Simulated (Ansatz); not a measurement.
# Lattice dynamics of (NaCl)1(CaS)2 [001] superlattice, started as rocksalt type, part 2 of 2

Task: relax (NaCl)1(CaS)2 [001] superlattice, started as rocksalt type, then find its harmonic phonons.

Ansatz 0.2.0; DFT LDA, scalar-relativistic, plane waves, PAW.

So far. Step 3 (Bringing the structure to rest): Little changed from the start: no atom moved by 0.005 Å and no cell edge by 0.1 %. The relaxed cell has a = 3.914, c = 16.655 Å (conventional setting).

The structure was built from a prototype and need not be the compound's stable phase.

**4. Tight relaxation**

Phonons need a cell at rest on their own settings, so the relaxation is repeated with tight tolerances on forces and stress on the k mesh and occupations of the first response run.

Input file input.yaml:

```yaml
crystal:
  lattice:
    - [2.7678266644, 2.7678266644, 0.0]
    - [-2.7678266644, 2.7678266644, 0.0]
    - [2.7678266644, 0.0, 8.3272726844]
  atoms:
    - { symbol: Ca, position: [0.3317307461, 0.6682692539, 0.3365385078] }
    - { symbol: Ca, position: [0.6682692539, 0.3317307461, 0.6634614922] }
    - { symbol: Cl, position: [0.5, 0.5, 0.0] }
    - { symbol: Na, position: [0.0, 0.0, 0.0] }
    - { symbol: S, position: [0.8343355748, 0.1656644252, 0.3313288505] }
    - { symbol: S, position: [0.1656644253, 0.8343355748, 0.6686711495] }
kpoints:
  mp_grid: { grid: [8, 8, 8] }
hamiltonian:
  xc: lda
scf:
  occupations: { method: fixed }
output:
  forces: true
  stress: true
  eigenvalues: true
relax:
  adjacent_minimum: "off"
  f_tol: 0.001
  max_steps: 60
  cell: { stress_tol: 0.01 }
```

On the command line:

```
> ansatz run input.yaml --threads 4 --pin off --max-ram 14336MiB --backend cpu --events-out ev --progress --plain --runs-dir out
```

Numbers of over 12 decimals in the logs are rounded to 6 here.

The log of the run:

```text
[...]
Crystal: 6 atoms, lattice volume = 127.588 Å³
Basis set: ecut = 420 eV, 2535 PW (Γ)
Bands: 30, of which v1, the nominal top of the filled ones, is band 24 counted from 1 (23 counted from 0)
Symmetry: 16 space group operations
[...]
k-points: 59 of 512
[...]
cell:  # Å, volume = 127.5795 Å³
    - [2.767516, 2.767516, 0.0]
    - [-2.767516, 2.767516, 0.0]
    - [2.767516, 0, 8.328577]
  atoms:
    - { symbol: Ca, position: [0.331738, 0.668262, 0.336523] }
    - { symbol: Ca, position: [0.668262, 0.331738, 0.663477] }
    - { symbol: Cl, position: [0.5, 0.5, 0] }
    - { symbol: Na, position: [0, 0, 0] }
    - { symbol: S, position: [0.834326, 0.165674, 0.331349] }
    - { symbol: S, position: [0.165674, 0.834326, 0.668651] }
[key lines of the parts left out:]
SCF converged after 5 iterations
Free energy (F): -7807.539986 eV
Fermi energy:    5.464410 eV
P = ⅓ Tr σ = 0.0019 GPa (0.019 kbar)
```

Elapsed: 12 s, on 4 threads of Arm Neoverse V1, shared host; peak memory 0.52 GiB.

Little changed from the start: no atom moved by 0.005 Å and no cell edge by 0.1 %.

This step gave:

- pressure: 0.001887 GPa

The largest force component left is 0.70 meV/Å and the pressure is 0.002 GPa, within the tolerances set. The cell now holds 21.26 Å³/atom.

**5. Zone-centre response**

The zone centre is the only wavevector solved here; it holds the modes that light can see, as far as symmetry allows. The response to a homogeneous field gives the Born charges and the dielectric tensor, and its change with displacement the Raman tensors.

Input file input.yaml:

```yaml
crystal:
  lattice:
    - [2.7675157188, 2.7675157188, 0.0]
    - [-2.7675157188, 2.7675157188, 0.0]
    - [2.7675157188, 0.0, 8.3285766381]
  atoms:
    - { symbol: Ca, position: [0.3317383594, 0.6682616406, 0.3365232813] }
    - { symbol: Ca, position: [0.6682616406, 0.3317383594, 0.6634767187] }
    - { symbol: Cl, position: [0.5, 0.5, 0.0] }
    - { symbol: Na, position: [0.0, 0.0, 0.0] }
    - { symbol: S, position: [0.8343256069, 0.1656743931, 0.3313487862] }
    - { symbol: S, position: [0.1656743931, 0.8343256069, 0.6686512138] }
kpoints:
  mp_grid: { grid: [8, 8, 8] }
hamiltonian:
  xc: lda
scf:
  occupations: { method: fixed }
output:
  eigenvalues: true
phonons:
  method: dfpt
  dielectric: true
  rigid_motions: translations
  raman: true
```

The log of the run:

```text
Warning: crystal.symmetry: narrowed to the stabiliser of the run's FFT grids — unitary ops 16 → 4. A phonons.method: dfpt run fills in the rows of the dynamical matrix that it does not solve by its symmetry operations, which is exact only for operations that map its FFT grids onto themselves: filled in by any other, the frequencies could depend on the order in which like atoms are typed, or, by more than the grids' own error, on where the crystal sits among the grids' points. Excluded: 12 operations. The run can therefore solve more perturbations, solve them on more k-points, or both, and cost more. [rest of the remark cut]
[...]
Crystal: 6 atoms, lattice volume = 127.580 Å³
Basis set: ecut = 420 eV, 2535 PW (Γ), exchange–correlation on 54×54×120 points (8 copies of the dense FFT grid, shifted against one another)
Bands: 30, of which v1, the nominal top of the filled ones, is band 24 counted from 1 (23 counted from 0)
Symmetry: 16 space group operations
k-points: 260 of 512 (irreducible under 1 space group operation, time reversal used)
[...]
SCF iter   1: F=—  HF=-7807.560236 eV  |F-HF|=—  |Δ(HF+E_count)|=         —  Δρ=6.84e-3  dr2=5.50e-2  ethr=1.77e-3  ⟨swp⟩=5.3  Hψ=33643  notcnv=0  defer=956
[...]
SCF iter   9: F=-7807.539989 eV  HF=-7807.539989 eV  |F-HF|=5.46e-12  |Δ(HF+E_count)|=  4.91e-11  Δρ=8.18e-8  dr2=1.24e-11  ethr=1.00e-12  ⟨swp⟩=16.0  Hψ=57423  notcnv=0
SCF 1 converged in 9 iterations: F = -7807.539989 eV  dr2 = 1.24e-11
[...]
NSCF: frozen V_eff on 3 k-points
DFPT response loops at Γ: preconditioner auto → Resta (q_TF=auto, 2.318 Å⁻¹)  ε∞=5.0 (no band partly filled); β = 1.00, the filter's whole step (`scf.mixing.beta` (0.50) is not read by the response loops at its default; to damp them type it under 1.00, their step now; it binds the ground state too); Broyden in place of MSR1
── the response to a field inside a basis, on 10×10×8 k-points: an SCF that follows is theirs, and a resumed run solves both again ──
Bands: 25, of which v1, the nominal top of the filled ones, is band 24 counted from 1 (23 counted from 0)
k-points: 220 of 800 (irreducible under 4 space group operations)
[...]
Eigensolver: Dense (220 Hₖ)
SCF iter   1: F=—  HF=-7807.525451 eV  |F-HF|=—  |Δ(HF+E_count)|=         —  Δρ=1.25e-4  dr2=3.41e-6  ethr=1.00e-1
[...]
SCF iter   5: F=-7807.525453 eV  HF=-7807.525453 eV  |F-HF|=8.19e-12  |Δ(HF+E_count)|=  1.72e-10  Δρ=1.55e-7  dr2=3.89e-11  ethr=2.32e-12
SCF 1 converged in 5 iterations: F = -7807.525453 eV  dr2 = 3.89e-11
[...]
SCF converged after 9 iterations
Free energy (F): -7807.539989 eV
[...]
Internal energy: -7807.539989 eV  (E = F + TS)
E sigma→0 (E₀):  -7807.539989 eV
Fermi energy:    5.464409 eV
[...]
--- Band table (eV; the first three rows and the last of 260) ---
  k-point 0: bands = [... 20 lower, 4.9992, 5.0467, 5.4644, 5.4644, 7.9014, 8.7628, 9.1703, 10.0403, ... 2 higher]
  k-point 1: bands = [... 20 lower, 5.0038, 5.0038, 5.4548, 5.4548, 7.8920, 8.7815, 9.3070, 10.0834, ... 2 higher]
  k-point 2: bands = [... 20 lower, 5.0158, 5.0158, 5.4309, 5.4309, 7.8706, 8.8260, 9.6433, 10.1985, ... 2 higher]
  k-point 259: bands = [... 20 lower, 4.1964, 4.3712, 4.4243, 4.5802, 8.1420, 8.7702, 10.3417, 11.0449, ... 2 higher]
--- Phonons (Γ-DFPT): 12 representative perturbations + reference, on 260 of 512 k-points (Σ response iterations 39) ---
  ASR residual: 1.191e-4 → 0.000e0 eV/Å²; symmetrization residual: 1.140e-5 eV/Å²
  The last average, over the group as it would stand without the narrowing to the FFT grids, took up to 3.586e-6 eV/Å² of the zone centre's force constants
  ASR residual per site (eV/Å²): 4.39e-5 4.39e-5 1.19e-4 3.20e-5 9.34e-6 9.34e-6
  Γ frequencies (cm⁻¹): 0.00 0.00 0.00 85.79 85.79 104.01 104.01 180.74 180.74 195.30 202.78 214.23 233.55 249.22 249.97 249.97 253.26 253.26
  ε∞ (high-frequency dielectric tensor):
        4.545359    -0.000000     0.000000
       -0.000000     4.545359     0.000000
        0.000000     0.000000     4.017123
  ε⁰ (static dielectric tensor: ions relaxed, cell fixed):
        9.664413    -0.000000    -0.000000
       -0.000000     9.664413    -0.000000
       -0.000000    -0.000000     8.491348
  ε⁰ − ε∞ (ionic part):
        5.119054    -0.000000    -0.000000
       -0.000000     5.119054    -0.000000
       -0.000000    -0.000000     4.474225
  softest optical mode at Γ: 85.79 cm⁻¹; the repairs (sum rule, projections) moved no ω² at Γ by more than (2.03 cm⁻¹)²
  Born effective charges Z* (e; rows j = field, columns β = displacement):
    site 0:
         2.42325   -0.00000   -0.00000
        -0.00000    2.42325    0.00000
        -0.00000    0.00000    2.01798
    site 1:
         2.42325   -0.00000   -0.00000
        -0.00000    2.42325    0.00000
        -0.00000    0.00000    2.01798
    site 2:
        -1.04711    0.00000    0.00000
        -0.00000   -1.04711   -0.00000
         0.00000   -0.00000   -1.90089
    site 3:
         1.03580   -0.00000   -0.00000
        -0.00000    1.03580    0.00000
        -0.00000    0.00000    1.28552
    site 4:
        -2.41759    0.00000   -0.00000
         0.00000   -2.41759   -0.00000
         0.00000   -0.00000   -1.71030
    site 5:
        -2.41759    0.00000   -0.00000
         0.00000   -2.41759   -0.00000
        -0.00000   -0.00000   -1.71030
  Z* charge neutrality: 4.437e-3 e pre-enforcement
  solved inside a basis spanned on kpoints, on 10×10×8 k-points: ε∞ is read to err by 1.3e-2, Z* by 1.2e-2 e (field_mesh: kpoints solves on kpoints); Z* is corrected for what the basis lacks
  Raman tensors (in the event stream and the table raman_tensors.tsv): an entry may err by 1.5e-1 Å², one of the second-order susceptibility by 3.0e-19 pm/V (basis, points and sum rule); their sum over the sites missed zero by 3.331e-16 Å² ahead of its enforcement
  optical modes at Γ without the LO–TO term, one row a degenerate level:
      ω (cm⁻¹)  modes    IR ((D/Å)²/amu)  static Raman (Å⁴/amu)  depolarisation
         85.79      2             0.0065                 0.0000               —
        104.01      2             0.0000                 0.0035           0.750
        180.74      2             4.7039                 0.0000               —
        195.30      1             5.7031                 0.0000               —
        202.78      1             0.2547                 0.0000               —
        214.23      1             0.0000                14.9687           0.000
        233.55      1             0.0000                 2.0876           0.098
        249.22      1             6.9504                 0.0000               —
        249.97      2            29.2149                 0.0000               —
        253.26      2             0.0000                 0.0660           0.750
  optical modes at Γ + LO–TO along q̂ = [1.0000, 0.0000, 0.0000]:
      ω (cm⁻¹)  modes    IR ((D/Å)²/amu)  static Raman (Å⁴/amu)  depolarisation
         85.79      1             0.0032                 0.0000               —
         85.82      1             0.0006                 0.0000               —
        104.01      2             0.0000                 0.0035           0.750
        180.74      1             2.3520                 0.0000               —
        188.57      1             0.2448                 0.0000               —
        195.30      1             5.7031                 0.0000               —
        202.78      1             0.2547                 0.0000               —
        214.23      1             0.0000                14.9687           0.000
        233.55      1             0.0000                 2.0876           0.098
        249.22      1             6.9504                 0.0000               —
        249.97      1            14.6075                 0.0000               —
        253.26      2             0.0000                 0.0660           0.750
        349.26      1            16.7173                 0.0000               —
  optical modes at Γ + LO–TO along q̂ = [0.0000, 1.0000, 0.0000]:
      ω (cm⁻¹)  modes    IR ((D/Å)²/amu)  static Raman (Å⁴/amu)  depolarisation
         85.79      1             0.0032                 0.0000               —
         85.82      1             0.0006                 0.0000               —
        104.01      2             0.0000                 0.0035           0.750
        180.74      1             2.3520                 0.0000               —
        188.57      1             0.2448                 0.0000               —
        195.30      1             5.7031                 0.0000               —
        202.78      1             0.2547                 0.0000               —
        214.23      1             0.0000                14.9687           0.000
        233.55      1             0.0000                 2.0876           0.098
        249.22      1             6.9504                 0.0000               —
        249.97      1            14.6075                 0.0000               —
        253.26      2             0.0000                 0.0660           0.750
        349.26      1            16.7173                 0.0000               —
  optical modes at Γ + LO–TO along q̂ = [0.0000, 0.0000, 1.0000]:
      ω (cm⁻¹)  modes    IR ((D/Å)²/amu)  static Raman (Å⁴/amu)  depolarisation
         85.79      2             0.0065                 0.0000               —
        104.01      2             0.0000                 0.0035           0.750
        180.74      2             4.7039                 0.0000               —
        202.35      1             0.0063                 0.0000               —
        214.23      1             0.0000                14.9687           0.000
        216.52      1             0.5141                 0.0000               —
        233.55      1             0.0000                 2.0876           0.098
        249.97      2            29.2149                 0.0000               —
        253.26      2             0.0000                 0.0660           0.750
        327.51      1            12.3878                 0.0000               —
```

Run time: 28 min. Hardware: 4 threads; peak memory 4.2 GiB; 1.9 h of CPU time.

This step gave:

```yaml
sum_rule_residual_before_enforcement: 1.19e-4 eV/Å²
miss_of_the_charge_sum_rule: 0.004437 e
estimated_error_of_the_dielectric_tensor: 0.01279
estimated_error_of_the_born_charges: 0.01162 e
point_group: 4/mmm
highest_optical_mode_at_the_zone_centre_no_lo_to_term: 253.3 cm⁻¹
lowest_optical_zone_centre_mode: 85.79 cm⁻¹
mean_high_frequency_dielectric_constant: 4.369
largest_born_charge_third_of_the_trace: 2.288 e
mean_static_dielectric_constant: 9.273
top_of_the_zone_centre_spectrum_with_the_field: 349.3 cm⁻¹
```

Without the LO-TO term. Patterns of degenerate modes are one choice out of their space. The modes at Γ (shares of kinetic energy by element, %):

| mode | frequency (cm⁻¹) | symmetry | Ca % | Cl % | Na % | S % |
| --- | --- | --- | --- | --- | --- | --- |
| 1 | 0.0 | acoustic | 40 | 17 | 11 | 32 |
| 2 | 0.0 | acoustic | 40 | 17 | 11 | 32 |
| 3 | 0.0 | acoustic | 40 | 17 | 11 | 32 |
| 4 | 85.8 | Eu | 17 | 40 | 31 | 12 |
| 5 | 85.8 | Eu | 17 | 40 | 31 | 12 |
| 6 | 104.0 | Eg | 58 | 0 | 0 | 42 |
| 7 | 104.0 | Eg | 58 | 0 | 0 | 42 |
| 8 | 180.7 | Eu | 0 | 42 | 58 | 0 |
| 9 | 180.7 | Eu | 0 | 42 | 58 | 0 |
| 10 | 195.3 | A2u | 18 | 78 | 4 | 0 |
| 11 | 202.8 | A2u | 16 | 0 | 83 | 1 |
| 12 | 214.2 | A1g | 99 | 0 | 0 | 1 |
| 13 | 233.6 | A1g | 1 | 0 | 0 | 99 |
| 14 | 249.2 | A2u | 26 | 5 | 2 | 67 |
| 15 | 250.0 | Eu | 43 | 0 | 0 | 57 |
| 16 | 250.0 | Eu | 43 | 0 | 0 | 57 |
| 17 | 253.3 | Eg | 42 | 0 | 0 | 58 |
| 18 | 253.3 | Eg | 42 | 0 | 0 | 58 |

Displacements in mode 4 (85.8 cm⁻¹), the largest set to 1:
```
Ca1  0.00 -0.40  0.00
Ca2  0.00 -0.40  0.00
Cl3  0.00  0.92  0.00
Na4  0.00  1.00  0.00
S5   0.00 -0.37  0.00
S6   0.00 -0.37  0.00
```

Displacements in mode 17 (253.3 cm⁻¹), the largest set to 1:
```
Ca1  0.00 -0.75  0.00
Ca2  0.00  0.75  0.00
Cl3  0.00  0.00  0.00
Na4  0.00  0.00  0.00
S5   0.00  1.00  0.00
S6   0.00 -1.00  0.00
```

Optical modes at the zone centre, without and with the macroscopic field of the longitudinal modes; each column is sorted by frequency, so a row need not hold one and the same mode. Modes with and without the field, by row:

| rank among optical modes | no field (cm⁻¹) | q along (1, 0, 0) (cm⁻¹) | q along (0, 0, 1) (cm⁻¹) |
| --- | --- | --- | --- |
| 1 | 85.8 | 85.8 | 85.8 |
| 2 | 85.8 | 85.8 | 85.8 |
| 3 | 104 | 104 | 104 |
| 4 | 104 | 104 | 104 |
| 5 | 180.7 | 180.7 | 180.7 |
| 6 | 180.7 | 188.6 | 180.7 |
| 7 | 195.3 | 195.3 | 202.3 |
| 8 | 202.8 | 202.8 | 214.2 |
| 9 | 214.2 | 214.2 | 216.5 |
| 10 | 233.6 | 233.6 | 233.6 |
| 11 | 249.2 | 249.2 | 250 |
| 12 | 250 | 250 | 250 |
| 13 | 250 | 253.3 | 253.3 |
| 14 | 253.3 | 253.3 | 253.3 |
| 15 | 253.3 | 349.3 | 327.5 |

Born charge (rows field, columns displacement) (e), principal values of the symmetric part by kind of site:

| atom | atoms with these values | low | middle | high | mean |
| --- | --- | --- | --- | --- | --- |
| Ca1 | 2 | 2.02 | 2.42 | 2.42 | 2.29 |
| Cl3 | 1 | -1.90 | -1.05 | -1.05 | -1.33 |
| Na4 | 1 | 1.04 | 1.04 | 1.29 | 1.12 |
| S5 | 2 | -2.42 | -2.42 | -1.71 | -2.18 |

In full for Cl3:

```
-1.05  0.00  0.00
 0.00 -1.05  0.00
 0.00  0.00 -1.90
```

High-frequency dielectric tensor:

```
4.55 0.00 0.00
0.00 4.55 0.00
0.00 0.00 4.02
```

Static dielectric tensor (ions relaxed, fixed cell):

```
9.66 0.00 0.00
0.00 9.66 0.00
0.00 0.00 8.49
```

Transverse modes. Infrared lines, with heights relative to the strongest:

| position (cm⁻¹) | relative intensity |
| --- | --- |
| 86 | 0.0 |
| 104 | 0.0 |
| 181 | 16 |
| 195 | 20 |
| 203 | 0.9 |
| 214 | 0.0 |
| 234 | 0.0 |
| 249 | 24 |
| 250 | 100 |
| 253 | 0.0 |

Activity x (w_L - w)^4 (n + 1)/w, 532 nm, 300 K; modes without the macroscopic field alone. Lines of the Raman spectrum (strongest = 100):

| position (cm⁻¹) | relative intensity |
| --- | --- |
| 86 | 0.0 |
| 104 | 0.1 |
| 181 | 0.0 |
| 195 | 0.0 |
| 203 | 0.0 |
| 214 | 100 |
| 234 | 12 |
| 249 | 0.0 |
| 250 | 0.0 |
| 253 | 0.3 |

Before it was imposed, the acoustic sum rule was missed by 1.2e-4 eV/Å² and the charge sum rule by 0.0044 e. Small misses are needed for a sound result but don't prove that mesh and cutoff are converged. The lowest optical mode is real, 85.8 cm⁻¹.

**6. Another isotope, element Ca, natural mass 40.078 amu**

An isotope changes the mass and not the force constants, so no new electronic calculation is needed; the shifts show which modes move this element.

The same force constants with the mass of Ca changed from 40.078 to 47.953 u (phonopy, no LO-TO term). Both lists are sorted by frequency; levels can cross, so a row need not hold one and the same mode. Modes under 3 cm⁻¹ are left out. Isotope shifts, by row:

| q | rank | natural mass (cm⁻¹) | changed mass (cm⁻¹) |
| --- | --- | --- | --- |
| 0 0 0 | 4 | 85.79 | 84.45 |
| 0 0 0 | 5 | 85.79 | 84.45 |
| 0 0 0 | 6 | 104 | 98.43 |
| 0 0 0 | 7 | 104 | 98.43 |
| 0 0 0 | 8 | 180.7 | 180.7 |
| 0 0 0 | 9 | 180.7 | 180.7 |
| 0 0 0 | 10 | 195.3 | 190.9 |
| 0 0 0 | 11 | 202.8 | 195.9 |
| 0 0 0 | 12 | 214.2 | 200.8 |
| 0 0 0 | 13 | 233.6 | 233.5 |
| 0 0 0 | 14 | 249.2 | 241 |
| 0 0 0 | 15 | 250 | 241 |
| 0 0 0 | 16 | 250 | 244.3 |
| 0 0 0 | 17 | 253.3 | 244.7 |
| 0 0 0 | 18 | 253.3 | 244.7 |

A mode of this element alone would shift by -8.58 %. The highest zone-centre frequency without the field goes from 253.3 to 244.7 cm⁻¹ (-3.4 %). The product of the frequency ratios over all optical modes at Γ is 0.653; the product rule, (m/m′)^(3k/2) (M′/M)^(3/2) with k = 2 such atoms and M the mass of the cell, gives 0.653.

**7. Isotope substitution, element Cl, natural mass 35.45 amu**

The same for Cl, from 35.45 to 36.97 u.

A mode of this element alone would shift by -2.07 %. The highest zone-centre frequency without the field goes from 253.3 to 253.3 cm⁻¹ (+0.0 %). The product of the frequency ratios over all optical modes at Γ is 0.950; the product rule, (m/m′)^(3k/2) (M′/M)^(3/2) with k = 1 such atoms and M the mass of the cell, gives 0.950.

**8. Isotope substitution, element S, natural mass 32.06 amu**

The same for S, from 32.06 to 33.97 u.

A mode of this element alone would shift by -2.85 %. The highest zone-centre frequency without the field goes from 253.3 to 249.1 cm⁻¹ (-1.6 %). The product of the frequency ratios over all optical modes at Γ is 0.865; the product rule, (m/m′)^(3k/2) (M′/M)^(3/2) with k = 2 such atoms and M the mass of the cell, gives 0.865.

**9. Results**

```json
{
  "space group after relaxation (within 0.01 Å)": "I4/mmm",
  "volume per atom": "21.3 Å³",
  "gap on the k-mesh": "2.38 eV",
  "highest optical mode at the zone centre (no LO-TO term)": "253 cm⁻¹",
  "top of the zone-centre spectrum with the field": "349 cm⁻¹",
  "lowest optical zone-centre mode": "85.8 cm⁻¹",
  "mean high-frequency dielectric constant": "4.37",
  "mean static dielectric constant": "9.27",
  "largest Born charge (third of the trace)": "2.29 e",
  "imaginary modes at Γ (the only wavevector solved)": "none"
}
```

**Reading.** The structure is stable against zone-centre distortions, since no mode there is imaginary; other wavevectors were not solved, so zone-boundary instabilities are untested. Without the field, the optical modes at Γ span 86 to 253 cm⁻¹. No dispersion was computed. With the macroscopic field of the longitudinal modes the top of the zone-centre spectrum lies at 349 cm⁻¹, against 253 cm⁻¹ without it. Lattice motion raises the mean dielectric constant from 4.369 to 9.273. The strongest infrared line is at 250 cm⁻¹. Averaged over orientations, the strongest Raman line at 532 nm and 300 K is at 214 cm⁻¹. The starting cell was built on a prototype and not taken from a measurement, so the phase need not exist. These are harmonic frequencies at zero temperature: anharmonic shifts, linewidths and thermal expansion are left out.

[Logs are printed without paths, hosts, clocks, repeated set-up lines and the standing remarks that a program may print on its own settings, such as how far it seeks lower states.]

[Hosts, paths, dates, database ids (printed as entryN), source tags and the programs' standing remarks are cut or masked in the printed files.]
